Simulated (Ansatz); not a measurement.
# The perfect SiC wire along [111], 38 atoms a period, H-terminated, part 3 of 3

What gap, if any, does the SiC wire along [111], 38 atoms a period, H-terminated have, and how does it change with the functional and under strain?

Ansatz 0.2.0; DFT PBE, plane waves, PAW; relaxation of a wire's period; PAW set soft_1 (the session's first sound run).

So far, band gap (eV): step 3 (the wire at its relaxed period, PBE) 3.27; step 4 (r2SCAN PBE, cutoff 500 eV, k-mesh 1×1×8) 3.68; step 5 (relaxing the atoms, period over the relaxed period 1.03, k-mesh …, PBE) 3.34.

**6. Strain along the wire, period over the relaxed period 1.1**

Level of this step: DFT PBE, plane waves, PAW; relaxation at a fixed period; PAW set soft_1 (Ansatz).

The period is set to 1.1 times the relaxed one and the atoms relax within it: strain changes bond lengths and angles, which shifts the bands against each other. Against the first PBE run of this kind, the mesh along the wire has 8 points against 11.

The cell differs from the one that the last finished run ended in (c 7.900 → 8.437 Å).

Contents of input.yaml:

```yaml
crystal:
  lattice:
    - [15.395, 0.0, 0.0]
    - [0.0, 16.394, 0.0]
    - [0.0, 0.0, 8.4365583304]
  atoms:
    - { symbol: Si, position: [0.399621447, 0.347195319, 0.002689253] }
    - { symbol: Si, position: [0.5, 0.510092611, 0.00143623] }
    - { symbol: Si, position: [0.600378553, 0.347195319, 0.002689253] }
    - { symbol: Si, position: [0.700408624, 0.509899837, 0.002684377] }
    - { symbol: C, position: [0.300736586, 0.511436767, 0.248296528] }
    - { symbol: C, position: [0.401623434, 0.347338064, 0.248303721] }
    - { symbol: C, position: [0.399110469, 0.671446677, 0.248292522] }
    - { symbol: C, position: [0.5, 0.510075572, 0.251134687] }
    - { symbol: C, position: [0.598376566, 0.347338064, 0.248303721] }
    - { symbol: C, position: [0.600889531, 0.671446677, 0.248292522] }
    - { symbol: C, position: [0.699263414, 0.511436767, 0.248296528] }
    - { symbol: H, position: [0.218736672, 0.66254386, 0.268801087] }
    - { symbol: H, position: [0.5, 0.205102154, 0.26887936] }
    - { symbol: H, position: [0.781263328, 0.66254386, 0.268801087] }
    - { symbol: H, position: [0.241656015, 0.479766426, 0.294002298] }
    - { symbol: H, position: [0.342868493, 0.315140045, 0.294016537] }
    - { symbol: H, position: [0.398787124, 0.73533348, 0.293974968] }
    - { symbol: H, position: [0.601212876, 0.73533348, 0.293974968] }
    - { symbol: H, position: [0.657131507, 0.315140045, 0.294016537] }
    - { symbol: H, position: [0.758343985, 0.479766426, 0.294002298] }
    - { symbol: Si, position: [0.298428363, 0.619375053, 0.334075225] }
    - { symbol: Si, position: [0.399235586, 0.455460405, 0.335191098] }
    - { symbol: Si, position: [0.5, 0.619357274, 0.335194402] }
    - { symbol: Si, position: [0.5, 0.291534251, 0.33410135] }
    - { symbol: Si, position: [0.600764414, 0.455460405, 0.335191098] }
    - { symbol: Si, position: [0.701571637, 0.619375053, 0.334075225] }
    - { symbol: C, position: [0.299684709, 0.61867291, 0.579321566] }
    - { symbol: C, position: [0.399047395, 0.455339997, 0.584055347] }
    - { symbol: C, position: [0.5, 0.619537348, 0.584055111] }
    - { symbol: C, position: [0.5, 0.292871483, 0.579340717] }
    - { symbol: C, position: [0.600952605, 0.455339997, 0.584055347] }
    - { symbol: C, position: [0.700315291, 0.61867291, 0.579321566] }
    - { symbol: H, position: [0.217986329, 0.441256837, 0.605674343] }
    - { symbol: H, position: [0.295569931, 0.31511716, 0.605698631] }
    - { symbol: H, position: [0.422417827, 0.773783463, 0.605638499] }
    - { symbol: H, position: [0.577582173, 0.773783463, 0.605638499] }
    - { symbol: H, position: [0.704430069, 0.31511716, 0.605698631] }
    - { symbol: H, position: [0.782013671, 0.441256837, 0.605674343] }
    - { symbol: H, position: [0.240374749, 0.588675624, 0.627294411] }
    - { symbol: H, position: [0.297705533, 0.681906419, 0.62729242] }
    - { symbol: H, position: [0.442668547, 0.259660223, 0.62733281] }
    - { symbol: H, position: [0.557331453, 0.259660223, 0.62733281] }
    - { symbol: H, position: [0.702294467, 0.681906419, 0.62729242] }
    - { symbol: H, position: [0.759625251, 0.588675624, 0.627294411] }
    - { symbol: Si, position: [0.299463307, 0.401346553, 0.670937696] }
    - { symbol: Si, position: [0.398809399, 0.564955229, 0.66812993] }
    - { symbol: Si, position: [0.5, 0.400367256, 0.668133507] }
    - { symbol: Si, position: [0.5, 0.727557503, 0.670920505] }
    - { symbol: Si, position: [0.601190601, 0.564955229, 0.66812993] }
    - { symbol: Si, position: [0.700536693, 0.401346553, 0.670937696] }
    - { symbol: C, position: [0.300627887, 0.401976722, 0.915965086] }
    - { symbol: C, position: [0.399110693, 0.564773854, 0.91669193] }
    - { symbol: C, position: [0.5, 0.400671205, 0.91669435] }
    - { symbol: C, position: [0.5, 0.726268012, 0.915949986] }
    - { symbol: C, position: [0.600889307, 0.564773854, 0.91669193] }
    - { symbol: C, position: [0.699372113, 0.401976722, 0.915965086] }
    - { symbol: H, position: [0.218843406, 0.552238011, 0.94016801] }
    - { symbol: H, position: [0.320504099, 0.71760067, 0.940165095] }
    - { symbol: H, position: [0.398333854, 0.260334244, 0.940213751] }
    - { symbol: H, position: [0.601666146, 0.260334244, 0.940213751] }
    - { symbol: H, position: [0.679495901, 0.71760067, 0.940165095] }
    - { symbol: H, position: [0.781156594, 0.552238011, 0.94016801] }
    - { symbol: H, position: [0.241903276, 0.370137997, 0.962787364] }
    - { symbol: H, position: [0.5, 0.789951008, 0.96273972] }
    - { symbol: H, position: [0.758096724, 0.370137997, 0.962787364] }
    - { symbol: Si, position: [0.299591376, 0.509899837, 0.002684377] }
    - { symbol: Si, position: [0.399970685, 0.673175938, 0.002677295] }
    - { symbol: Si, position: [0.600029315, 0.673175938, 0.002677295] }
kpoints:
  mp_grid: { grid: [1, 1, 8] }
  band_path: { path: ["Γ", Z], npoints: 90 }
scf:
  occupations: { method: fermi_dirac, width: 0.05 }
hamiltonian:
  xc: pbe
  pseudopotentials: { kind: paw, azcp: { folder: soft_1 } }
relax:
  max_steps: 40
  f_tol: 0.02
output:
  stress: true
```

Command:

```bash
> ansatz run input.yaml --threads 16 --pin off --max-ram 61440MiB --backend cuda --events-out ev --progress --plain --runs-dir out --max-vram 78GiB
```

Numbers of over 12 decimals in the logs are rounded to 6 here.

The log of the run:

```text
[...]
Crystal: 68 atoms, lattice volume = 2129.266 Å³
Basis set: ecut = 420 eV, 41593 PW (Γ), exchange–correlation on 216×240×120 points (8 copies of the dense FFT grid, shifted against one another)
Bands: 159, of which v1, the nominal top of the filled ones, is band 91 counted from 1 (90 counted from 0)
Symmetry: 2 space group operations
[...]
k-points: 5 of 8 (time reversal used)
[...]
- { symbol: C, position: [0.500000, 0.722503, 0.919660] }
    - { symbol: C, position: [0.601576, 0.565144, 0.912589] }
    - { symbol: C, position: [0.695902, 0.403857, 0.919665] }
[...]
- { symbol: H, position: [0.780809, 0.552223, 0.963066] }
    - { symbol: H, position: [0.243933, 0.371236, 0.952816] }
    - { symbol: H, position: [0.500000, 0.787745, 0.952803] }
    - { symbol: H, position: [0.756067, 0.371236, 0.952816] }
    - { symbol: Si, position: [0.302337, 0.510231, 0.00810754] }
    - { symbol: Si, position: [0.401035, 0.670772, 0.00810558] }
    - { symbol: Si, position: [0.598965, 0.670772, 0.00810558] }
[key lines of the parts left out:]
SCF converged after 6 iterations
```

Run time: 17 s. Hardware: 1 × NVIDIA GB200 with 16 threads of Arm Neoverse V2, shared host; peak memory 1.8 GiB.

Relaxation path:

```
step  energy less that of the first step (eV)  largest force component (eV/Å)
   1                                   0.0000                          0.8476
   2                                  -1.4449                          0.4741
   3                                   0.2660                          1.5757
   4                                  -1.7622                          0.1593
   5                                  -1.7682                          0.0393
   6                                  -1.7690                          0.0041
```

Relaxation step 3 was tried and not accepted.

Forces are held to the 2 operations that the run works with; a distortion that breaks them can't arise in this run.

The atoms that moved most (Å):

```
atom      dx      dy      dz  length
 H35  -0.002  -0.014   0.294   0.294
 H36   0.002  -0.014   0.294   0.294
 H37  -0.014   0.005   0.293   0.294
 H34   0.014   0.005   0.293   0.294
 H38  -0.011   0.009   0.293   0.293
 H33   0.011   0.009   0.293   0.293
 H43  -0.015  -0.011  -0.267   0.267
 H40   0.015  -0.011  -0.267   0.267
```

This step gave:

```yaml
band_gap: 3.223 eV
```

Electronic bands along the path, in eV, zero at the Fermi level; v1 is the highest filled band, c1 the lowest empty one:

```
  point     v4     v3     v2     v1    c1    c2    c3    c4
      Γ  -2.03  -1.81  -1.81  -1.61  1.61  1.87  1.87  2.94
halfway  -2.14  -2.04  -1.83  -1.83  1.93  2.04  2.05  3.00
      Z  -2.00  -2.00  -1.90  -1.89  2.51  2.52  2.52  2.68
```

The gap is 3.22 eV, against 3.27 eV under PBE at the relaxed period.

**7. Summary of results**

```
cell length, PBE           : 7.670 Å
gap, PBE                   : 3.27 eV
gap, r2SCAN                : 3.68 eV
gap, period scaled by 1.03 : 3.34 eV
gap, period scaled by 1.1  : 3.22 eV
```

What this shows: Under PBE the cell's length is 7.67 Å, and a gap of 3.27 eV makes it a semiconductor. At the relaxed period the wire is gapped under every functional, from 3.27 eV (PBE) to 3.68 eV (r2SCAN). Weak screening in one dimension makes quasiparticle gaps larger than the semilocal gaps, as a rule. Strain matters: under PBE the gap goes from 3.27 eV to 3.34 eV at 1.03 times the period and 3.22 eV at 1.1 times the period. Plain hydrogen on a compound's surface is a simple closure: it may leave surface states, and facets that end in unlike atoms put a field across the wire, both of which shrink the gap.

[Logs are printed without paths, hosts, clocks, repeated set-up lines and the standing remarks that a program may print on its own settings, such as how far it seeks lower states.]

[Hosts, paths, dates, database ids (printed as entryN), source tags and the programs' standing remarks are cut or masked in the printed files.]
